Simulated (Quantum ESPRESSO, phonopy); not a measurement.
# KCl (Fm-3m): a volume series of phonon spectra, part 3 of 3

Aim: how the vibrations of KCl shift with volume, and the expansion that follows.

What experiment has found for this phase:
- volume expansion coefficient 111.3 1e-6/K and heat capacity C_P per formula unit 51.7 J/mol/K near room temperature (given in “High-Throughput Prediction of Finite-Temperature Properties using the Quasi-Harmonic Approximation”, 2016, arXiv:1603.06924)
- volume expansion coefficient 114.9 1e-6/K near room temperature (given in “Descriptors for thermal expansion in solids”, 2017, arXiv:1701.03966)

Quantum ESPRESSO 7.5; DFT PBE+D3(BJ), scalar-relativistic, plane waves, GBRV ultrasoft pseudopotentials.

So far. Step 34 (Phonons, V/V0 1.05): No mode is imaginary beyond numerical noise along the path. The highest zone-centre mode (no LO–TO term) moved by -10.5 % for a volume change of +5.0 %. Step 34 (Phonons, V/V0 1.05): The time given is that of the 2 pw.x runs on displaced cells behind this step.

### Step 35. How the modes move with volume

This step: DFT PBE+D3(BJ), scalar-relativistic, plane waves, GBRV ultrasoft pseudopotentials (phonopy 4.10.0).

This step gave:

- share of modes with a negative Grüneisen parameter: 0.121

Mean Grüneisen, by row:

```
T (K)  heat-capacity-weighted mean  root mean square
   50                        1.063             1.476
  100                        1.304             1.614
  200                         1.37             1.651
  300                        1.382             1.657
  500                        1.388             1.661
  800                         1.39             1.662
```

Mean mode Grueneisen parameter against wavenumber:

```
wavenumber (cm⁻¹)  mean mode Grueneisen parameter
              3.6                               -
             10.7                               -
             17.9                           0.741
             25.0                           0.096
             32.2                          0.0152
             39.4                           0.633
             46.5                          0.0935
             53.7                          -0.288
             60.8                          0.0506
             68.0                           0.241
             75.1                           0.488
             82.3                            0.73
             89.5                           0.834
             96.6                           0.995
            103.8                            1.34
            110.9                            1.15
            118.1                            1.57
            125.2                             1.8
            132.4                            1.84
            139.5                             1.9
            146.7                            2.01
            153.9                            2.06
            161.0                            2.11
            168.2                            1.84
            175.3                            1.29
            182.5                            1.21
            189.6                            1.17
            196.8                            1.19
            204.0                            1.18
            211.1                            1.19
```

Volume series, by row:

```
 V/V0  V (Å³/atom)  pressure (GPa)  E - E0 (meV/atom)  gap (eV)  zero-point energy (meV/atom)  lowest on the path (cm⁻¹)  highest at Gamma without the LO-TO term (cm⁻¹)
 0.97        29.02           0.541              4.862     5.444                         23.89                          0                                           163.2
0.985        29.47           0.185              1.986     5.386                         23.31                          0                                           157.8
    1        29.92          -0.139                  0     5.331                         22.77                          0                                           152.7
1.015        30.37          -0.436              -1.05     5.278                         22.23                          0                                           147.7
 1.03        30.81          -0.713             -1.153     5.226                          21.7                          0                                           142.9
 1.05        31.41          -1.042             -0.274      5.16                         21.04                          0                                           136.6
```

Table of optical frequency at Gamma without the LO-TO term, mode 4 by V/V0:

```
  V/V0  optical frequency at Gamma without the LO-TO term, mode 4 (cm⁻¹)
0.9700                                                               163
0.9850                                                               158
1.0000                                                               153
1.0150                                                               148
1.0300                                                               143
1.0500                                                               137
```

Grüneisen at points, by row:

```
point  branch  frequency (cm⁻¹)  mode Grüneisen parameter
    Γ       4             152.7                      2.22
    Γ       6             215.8                       1.2
    X       1              54.1                     -1.42
    X       3             103.7                     -0.52
    X       4             159.5                       2.3
    X       6             166.8                      2.34
    U       1                74                      0.78
    U       2              92.6                     -0.58
    U       3             101.4                      0.56
    U       4               148                      2.29
    U       5             155.9                       2.1
    U       6             166.2                       2.3
    K       1                74                      0.78
    K       2              92.6                     -0.58
    K       3             101.4                      0.56
    K       4               148                      2.29
    K       5             155.9                       2.1
    K       6             166.2                       2.3
    L       1             110.1                      2.08
    L       3             119.4                      2.05
    L       5             156.8                      1.26
    L       6             162.1                      1.21
    W       1              82.4                      -0.7
    W       3             121.2                      1.83
    W       4             125.5                       1.8
    W       5             164.6                      2.29
```

The printed pressures lie 0.65 GPa below −dE/dV of the same runs on average, in a series that spans 1.6 GPa: energy and stress disagree, as they do when the basis is incomplete, so the pressures are not converged, and volume, bulk modulus and expansion from the fit are rough.

### Step 36. Quasi-harmonic fit by phonopy

The energy (each curve on its own zero) by volume; values in meV/atom:

```
volume (Å³/atom)  static  F at 0 K  F at 300 K  F at 900 K
          29.020    6.01      7.41        10.4        18.6
          29.468    3.14      3.96        5.76        10.8
          29.917    1.15      1.43        2.09         3.9
          30.366     0.1     -0.16       -0.64       -2.03
          30.815       0     -0.78       -2.45       -7.13
          31.413    0.88     -0.58       -3.84       -12.9
```

### Step 37. All levels side by side

### Step 38. Outcome

| Property | Result |
| --- | --- |
| mean mode Grüneisen parameter at 300 K | 1.38 |

What this shows: The free-energy minimum reaches the edge of the computed volumes already at low temperature, so no expansion is given. The heat-capacity-weighted Grüneisen parameter goes from 1.06 at 50 K to 1.39 at 800 K; 12 % of the modes stiffen on expansion. Weighting γ by the density of states and each mode's heat capacity at 300 K, modes below 70 cm⁻¹ give about 1 % of the sum of γC that drives the expansion, those up to 150 cm⁻¹ 55 % and the rest 44 %. Among the labelled points γ is largest for branch 6 at X (167 cm⁻¹, 2.3) and most negative for branch 1 at X (54.1 cm⁻¹, -1.4). The printed pressures lie 0.65 GPa below −dE/dV of the same runs on average, in a series that spans 1.6 GPa: energy and stress disagree, as they do when the basis is incomplete, so the pressures are not converged, and volume, bulk modulus and expansion from the fit are rough. The supercell is 7.3 Å across at its narrowest and was not tested against a larger one: only its own wavevectors are exact, and acoustic branches between them, with the entropy at low temperature, can be off.

[Logs are printed without paths, hosts, clocks, repeated set-up lines and the standing remarks that a program may print on its own settings, such as how far it seeks lower states.]

[Hosts, paths, dates, database ids (printed as entryN), source tags and the programs' standing remarks are cut or masked in the printed files.]

[A step with changed settings may run another functional than the one named; its input shows which.]

[Of the runs on displaced cells, only some may be shown.]
